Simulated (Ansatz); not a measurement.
# W2CS2 MXene monolayer in a perpendicular field

Wanted: the out-of-plane response of the W2CS2 MXene monolayer. A positive field points along +c.

Method: plane-wave DFT, PBE-D3(BJ), Ansatz PAW (set soft_1); PAW set soft_1, in Ansatz 0.2.0.

This is a report of a sequence of runs, with most program output left out.

## 1. The starting structure

The cell holds 5 atoms: 2 S, 2 W and 1 C. Cell: a = 3.125 Å, b = 3.125 Å, c = 42.950 Å, α = 90.0°, β = 90.0°, γ = 120.0°. Vacuum lies along c.

## 2. Relaxing the slab

The starting cell is a guess, so the in-plane lattice and the atoms are relaxed first, with the slab cut off from its images along the normal.

input.yaml reads:

```yaml
crystal:
  lattice:
    - [3.125408, 0.0, 0.0]
    - [-1.562704, 2.7066827252, 0.0]
    - [0.0, 0.0, 42.9500848997]
  atoms:
    - { symbol: S, position: [0.3333333333, 0.6666666667, 0.4307325595] }
    - { symbol: W, position: [0.6666666667, 0.3333333333, 0.4712875368] }
    - { symbol: C, position: [0.0, 0.0, 0.5] }
    - { symbol: W, position: [0.3333333333, 0.6666666667, 0.5287124632] }
    - { symbol: S, position: [0.6666666667, 0.3333333333, 0.5692674405] }
  periodic: [true, true, false]
kpoints:
  mp_grid: { grid: [12, 12, 1] }
hamiltonian:
  xc: pbe
  dispersion: d3bj
  pseudopotentials: { kind: paw, azcp: { folder: soft_1 } }
scf:
  occupations: { method: fermi_dirac, width: 0.05 }
  convergence: { dr2_threshold: 1.0e-09 }
relax:
  f_tol: 0.004
  max_steps: 90
  cell: {}
output:
  write_potential: true
  write_density: true
  volumetric_format: npy
```

On the command line:

```sh
$ ansatz run input.yaml --threads 2 --pin off --max-ram 3072MiB --backend cpu --events-out ev --progress --plain --runs-dir out
```

Run time: 50 s. Hardware: 2 threads of Arm Neoverse V2, shared host; peak memory 0.67 GiB; 99 s of CPU time.

The steps of the relaxation:

```tsv
step	energy less that of the first step (eV)	largest force component (eV/Å)	volume (Å³)
1	0.0000	1.3244	363.34
2	-0.3150	1.4649	368.59
3	-0.3257	1.4064	390.56
4	-0.4952	0.0533	390.11
5	-0.4953	0.0042	390.50
6	-0.4953	0.0002	390.52
7*	-0.4999	0.0008	390.52
8	-0.4999	0.0022	390.74
9*	-0.4999	0.0022	390.74
```

Relaxation steps marked * repeat the geometry before them on a plane-wave basis chosen anew for their cell, so energy and pressure can jump there.

Forces are held to the 12 operations that the run works with; a distortion that breaks them can't arise in this run.

```tsv
cell as run	before	after	change
a (Å)	3.125	3.241	+3.7 %
b (Å)	3.125	3.241	+3.7 %
```

The atoms that moved most (Å, along periodic axes as changes of fractional coordinates times the final cell, across vacuum about the mean position):

```tsv
atom	dx	dy	dz	length
S5	0.000	0.000	-0.284	0.284
S1	0.000	0.000	0.284	0.284
W4	0.000	0.000	-0.163	0.163
W2	0.000	0.000	0.163	0.163
```

The relaxed structure:

```xyz
5
Lattice="3.2411 0.0000 0.0000 -1.6206 2.8069 0.0000 0.0000 0.0000 42.9501" Properties=species:S:1:pos:R:3
S     0.0000    1.8713   18.7836
W     1.6206    0.9356   20.4049
C     0.0000    0.0000   21.4750
W     0.0000    1.8713   22.5452
S     1.6206    0.9356   24.1665
```

This step gave:

```yaml
energy_at_zero_smearing: -22830.0947 eV
```

The lattice constant a goes from 3.125 to 3.241 Å.

## 3. Single point, field 0

A sawtooth potential applies the field, turning back in the middle of the vacuum. With the dipole correction the typed value is the field outside the slab. The induced dipole is small, so the SCF threshold is tight.

The cell differs from the one that the last finished run ended in (c 42.950 → 23.383 Å).

input.yaml reads:

```yaml
crystal:
  lattice:
    - [3.2411334761, 0.0, 0.0]
    - [-1.6205667381, 2.8069039274, 0.0]
    - [0.0, 0.0, 23.3829074966]
  atoms:
    - { symbol: S, position: [0.3333333333, 0.6666666667, 0.3848965318] }
    - { symbol: W, position: [0.6666666667, 0.3333333333, 0.4542334248] }
    - { symbol: C, position: [0.0, 0.0, 0.5] }
    - { symbol: W, position: [0.3333333333, 0.6666666667, 0.5457665752] }
    - { symbol: S, position: [0.6666666667, 0.3333333333, 0.6151034682] }
kpoints:
  mp_grid: { grid: [18, 18, 1] }
  band_path:
    path: [[0, 0, 0], [0.5, 0, 0], [0.33333333, 0.33333333, 0], [0, 0, 0]]
    npoints: 16
hamiltonian:
  xc: pbe
  dispersion: d3bj
  pseudopotentials: { kind: paw, azcp: { folder: soft_1 } }
scf:
  occupations: { method: fermi_dirac, width: 0.02585 }
  convergence: { dr2_threshold: 1.0e-10 }
efield:
  axis: 3
  dipole_correction: true
  ramp_position: 0.97
  ramp_width: 0.06
  amplitude: 0
output:
  dos: { projected: true, e_range: [-6, 5] }
  write_potential: true
  write_density: true
  volumetric_format: npy
  elf: true
```

Wall time 17 s (2 threads); peak memory 0.54 GiB.

This step gave:

```
energy at zero smearing   : -22830.0904 eV
work function, upper face : 5.044 eV
dipole along the normal   : -9.15e-8 e·Å
```

Running mean over a fixed 2.8 Å (it still follows the layers) of the planar mean; the ramp of the sawtooth is left out. The electron's electrostatic potential energy less the Fermi level by z:

```tsv
z (Å)	electron's electrostatic potential energy less the Fermi level (eV)
3.0	5.04
3.5	5.04
4.0	5.04
4.5	5.04
5.0	5.04
5.5	5.04
6.0	5.01
6.5	4.88
7.0	4.23
7.5	2.26
8.0	-0.184
8.5	-2.36
9.0	-5.29
9.5	-8.67
10.0	-10.8
10.5	-11.6
11.0	-12.5
11.5	-13.8
12.0	-13.6
12.5	-12.2
13.0	-11.4
13.5	-10.5
14.0	-7.92
14.5	-4.51
15.0	-1.85
15.5	0.379
16.0	2.80
16.5	4.48
17.0	4.93
17.5	5.02
18.0	5.04
18.5	5.04
19.0	5.04
19.5	5.04
20.0	5.04
```

The density of states has structure finer than the step of the table below, so its rows give means over 0.2 eV, whole bins alone (the curve runs from -6 to 1.75 eV). Peaks (eV: height): -5.70: 9.70, -5.42: 6.64, -3.41: 6.26, -2.86: 9.60, 0.78: 7.69, 1.28: 10.0, 1.66: 20.3.

Density of states against energy, zero at the Fermi level; means over each step:

energy (eV), density of states (states/eV a cell) and a bar from the least value:
```
     -5.8        4.6 #############
     -5.6        4.0 ###########
     -5.4        4.1 ############
     -5.2        3.0 ########
     -5.0        2.5 ######
     -4.8        2.6 ######
     -4.6        2.5 ######
     -4.4        2.4 #####
     -4.2        3.2 ########
     -4.0        3.8 ##########
     -3.8        3.8 ###########
     -3.6        4.7 ##############
     -3.4        5.4 #################
     -3.2        4.6 ##############
     -3.0        4.0 ###########
     -2.8        3.8 ##########
     -2.6        1.2 #
     -2.4        2.0 ####
     -2.2        2.6 ######
     -2.0        2.2 #####
     -1.8        1.6 ##
     -1.6        1.2 #
     -1.4        1.1 
     -1.2        1.2 #
     -1.0        1.2 #
     -0.8        1.9 ####
     -0.6        2.4 #####
     -0.4        1.4 #
     -0.2        1.5 ##
      0.0        1.8 ###
      0.2        1.9 ###
      0.4        1.6 ##
      0.6        2.0 ####
      0.8        4.6 #############
      1.0        1.0 
      1.2        4.1 ############
      1.4        5.3 ################
      1.6        9.1 ##############################
```

Projected DOS per atom over height of the atomic layer and energy from the Fermi level. Layers: S W C W S from below.

Values in states/eV, 22 rows by 5 columns, each cell a mean:
```
0.62 2.66 0.29 2.66 0.62
0.34 1.65 0.33 1.65 0.34
0.12 1.27 0.20 1.27 0.12
0.15 0.69 0.12 0.69 0.15
0.18 0.68 0.09 0.68 0.18
0.20 0.53 0.08 0.53 0.20
0.36 0.54 0.13 0.54 0.36
0.28 0.44 0.09 0.44 0.28
0.21 0.31 0.10 0.31 0.21
0.28 0.28 0.13 0.28 0.28
0.51 0.43 0.20 0.43 0.51
0.72 0.34 0.20 0.34 0.72
0.56 0.31 0.11 0.31 0.56
1.33 0.67 0.26 0.67 1.33
1.53 0.98 0.22 0.98 1.53
1.19 0.80 0.20 0.80 1.19
1.06 0.64 0.22 0.64 1.06
0.65 0.48 0.17 0.48 0.65
0.60 0.53 0.25 0.53 0.60
0.61 0.63 0.31 0.63 0.61
0.72 0.70 0.65 0.70 0.72
0.91 1.04 0.95 1.04 0.91
```
Columns: height of the atomic layer (Å) from 9 to 14.4 (not evenly spaced); rows upwards: energy from the Fermi level (eV) from -5.96 to 1.69.

Electronic bands along the path, in eV, zero at the Fermi level:

```tsv
point	band 19	band 20	band 21	band 22	band 23	band 24	band 25	band 26
Γ	-2.51	-2.51	-1.10	-0.64	-0.64	0.72	0.72	1.14
halfway	-2.84	-2.64	-2.46	-0.59	0.13	1.12	1.48	1.92
M	-3.19	-3.12	-2.18	0.36	0.84	1.43	1.53	1.82
halfway	-3.80	-3.43	-1.80	0.12	0.31	1.42	1.69	2.65
K	-4.23	-4.23	-0.72	-0.72	-0.48	1.67	1.67	2.38
halfway	-3.00	-2.96	-1.58	-1.55	0.75	1.34	1.59	2.03
Γ	-2.51	-2.51	-1.10	-0.64	-0.64	0.72	0.72	1.14
```

ELF in the ca plane at fractional y = 0.333, with atoms of W and S within 0.2 Å of it. It is the smooth field of the valence electrons, not physical close to the nuclei.

Ten even steps from '0' (0.00) to '9' (0.93), each cell a mean:
```
00000000000000001245542454233212688898741000
00000000000000000001224656522224773599963100
00000000000000000001115525622224740189974100
00000000000000000012224666423224774599863100
00000000000000001345642343233212588888631000
00000000000000024677774223553222245542100000
00000000000000125788875334663232122100000000
00000000000000014677764223453222256553200000
```
Columns run along c (16.0 Å, from fractional 0.08 to 0.76 of the cell), rows up along a (3.2 Å). Atoms in or near the plane, at fractional coordinates: W at (0.45, 0.67), S at (0.62, 0.67).

Electrostatic potential energy in the ca plane at fractional y = 0.333, with atoms of W and S within 0.2 Å of it. With pseudopotentials it is smooth inside the atoms' cores, unlike the true potential.

Ten even steps from '0' (-42 eV) to '9' (7 eV), each cell a mean:
```
99999999999999999999886323678878864579999999
99999999999999999999972000278888710038999999
99999999999999999999871000168888601117999999
99999999999999999999973000278888720038999999
99999999999999999999886434688777875679999999
99999999999999999988788877887656788999999999
99999999999999999987788888877545789999999999
99999999999999999998888777887666888899999999
```
Columns run along c (16.0 Å, from fractional 0.08 to 0.76 of the cell; values clipped at the 3rd and 97th percentile), rows up along a (3.2 Å). Atoms in or near the plane, at fractional coordinates: W at (0.45, 0.67), S at (0.62, 0.67).

Valence density in the ca plane at fractional y = 0.333, with atoms of W and S within 0.2 Å of it. It is the smooth field of the valence electrons, not physical close to the nuclei.

Values in e/Å³, 5 rows by 16 columns, each cell a mean:
```
0.0 0.0 0.0 0.0 0.0 0.1 0.4 2.4 1.1 0.3 0.5 0.9 0.3 0.0 0.0 0.0
0.0 0.0 0.0 0.0 0.0 0.1 0.5 5.0 2.3 0.2 0.6 0.7 0.5 0.0 0.0 0.0
0.0 0.0 0.0 0.0 0.0 0.1 0.4 2.5 1.1 0.3 0.5 0.9 0.3 0.0 0.0 0.0
0.0 0.0 0.0 0.0 0.0 0.3 0.4 0.3 0.5 0.6 0.4 0.3 0.1 0.0 0.0 0.0
0.0 0.0 0.0 0.0 0.0 0.3 0.4 0.3 0.5 0.6 0.4 0.2 0.1 0.0 0.0 0.0
```
Columns run along c (16.0 Å, from fractional 0.13 to 0.82 of the cell), rows up along a (3.2 Å). Atoms in or near the plane, at fractional coordinates: W at (0.45, 0.67), S at (0.62, 0.67).

The work function of the upper face is 5.04 eV.

## 4. Single point, field 0.1 V/Å

input.yaml, as its differences from that of step 3:

```diff
@@ -26,7 +26,6 @@
   dipole_correction: true
-  ramp_position: 0.97
-  ramp_width: 0.06
-  amplitude: 0
+  ramp_position: 0.9465
+  ramp_width: 0.1069
+  amplitude: 0.1
 output:
-  dos: { projected: true, e_range: [-6, 5] }
   write_potential: true
@@ -34,2 +33 @@
   volumetric_format: npy
-  elf: true
```

Run time: 16 s. Hardware: 2 threads; peak memory 0.52 GiB; 33 s of CPU time.

The dipole is 0.0368 e·Å.

## 5. Atoms held, field -0.1 V/Å

input.yaml, as its differences from that of step 4:

```diff
@@ -28,3 +28,3 @@
   ramp_width: 0.1069
-  amplitude: 0.1
+  amplitude: -0.1
 output:
```

The job ended after 16 s (2 threads; peak memory 0.52 GiB; 33 s of CPU time).

The dipole is -0.0368 e·Å.

## 6. Response, atoms held

This step: plane-wave DFT, PBE-D3(BJ), Ansatz PAW (set soft_1); response to a field along the normal, atoms held; PAW set soft_1 (Ansatz 0.2.0).

The dipoles give the slope, and the difference of two potentials shows where the field is screened.

This step gave:

```
equivalent conductor thickness p/(ε₀AE) : 7.328 Å
distance between the outer atoms        : 5.383 Å
```

Dipole of the cell against applied field:

```tsv
applied field (V/Å)	dipole of the cell (e·Å)
-0.1000	-0.0368
0.0000	-9.1e-8
0.1000	0.0368
```

Local field over the applied field, running mean. From the potentials at -0.1 and 0.1 V/Å; running mean over 2.5 Å. The local field over applied field by z:

```tsv
z (Å)	local field over applied field
4.5	0.999
5.0	0.997
5.5	0.991
6.0	0.974
6.5	0.928
7.0	0.829
7.5	0.676
8.0	0.498
8.5	0.317
9.0	0.171
9.5	0.0808
10.0	0.0381
10.5	0.0215
11.0	0.0205
11.5	0.0166
12.0	0.0178
12.5	0.0203
13.0	0.0235
13.5	0.0451
14.0	0.0973
14.5	0.200
15.0	0.358
15.5	0.541
16.0	0.715
16.5	0.858
17.0	0.942
17.5	0.979
18.0	0.993
18.5	0.998
19.0	0.999
```

Electrons, planar mean, per unit field. Table of induced electron density by z:

z (Å), induced electron density (e/Å³ per V/Å) and a bar from the least value:
```
      4.5    0.00000 ###############
      5.0    0.00001 ###############
      5.5    0.00004 ###############
      6.0    0.00012 ###############
      6.5    0.00035 ################
      7.0    0.00094 ###################
      7.5    0.00225 ########################
      8.0    0.00362 ##############################
      8.5    0.00226 ########################
      9.0    0.00118 ####################
      9.5    0.00032 ################
     10.0   -0.00087 ###########
     10.5    0.00069 ##################
     11.0    0.00012 ###############
     11.5    0.00013 ###############
     12.0   -0.00014 ##############
     12.5   -0.00039 #############
     13.0   -0.00018 ##############
     13.5    0.00079 ##################
     14.0   -0.00071 ############
     14.5   -0.00118 ##########
     15.0   -0.00283 ###
     15.5   -0.00345 
     16.0   -0.00188 #######
     16.5   -0.00075 ###########
     17.0   -0.00027 #############
     17.5   -0.00009 ##############
     18.0   -0.00003 ###############
     18.5   -0.00001 ###############
     19.0    0.00000 ###############
```

By hand: between -0.1 and 0.1 V/Å the dipole changes by 0.07368 e·Å, a slope of 0.3684 e·Å²/V. A perfect conductor of thickness t has p = ε₀AEt, so t = 180.95 × 0.3684 / 9.098 = 7.33 Å (e/ε₀ = 180.95 V·Å, A in Å²).

The induced dipole is that of a conductor 7.33 Å thick.

## 7. What came out

| Item | Value |
| --- | --- |
| gap without field | none |
| work function, upper face | 5.04 eV |
| equivalent conductor thickness, atoms held | 7.33 Å |

In words: The induced dipole equals that of a perfect conductor 7.33 Å thick, while the outer atoms lie 5.38 Å apart. There is no gap over 0.03 eV, with or without the field. The main runs have no spin polarisation; a magnetic state could lie lower and would change these results. Spin-orbit coupling is left out, which matters for the bands of elements this heavy. The MXene's terminations sit over the metal atoms of its far layer; the site over carbon or nitrogen, which some compounds prefer, was not run.

[Logs are printed without paths, hosts, clocks, repeated set-up lines and the standing remarks that a program may print on its own settings, such as how far it seeks lower states.]

[Hosts, paths, dates, database ids (printed as entryN), source tags and the programs' standing remarks are cut or masked in the printed files.]

[Maps of the electrostatic potential energy from Ansatz leave out the sawtooth potential of an applied field or a dipole correction, so their vacuum need not be flat; planar profiles and work functions include it.]
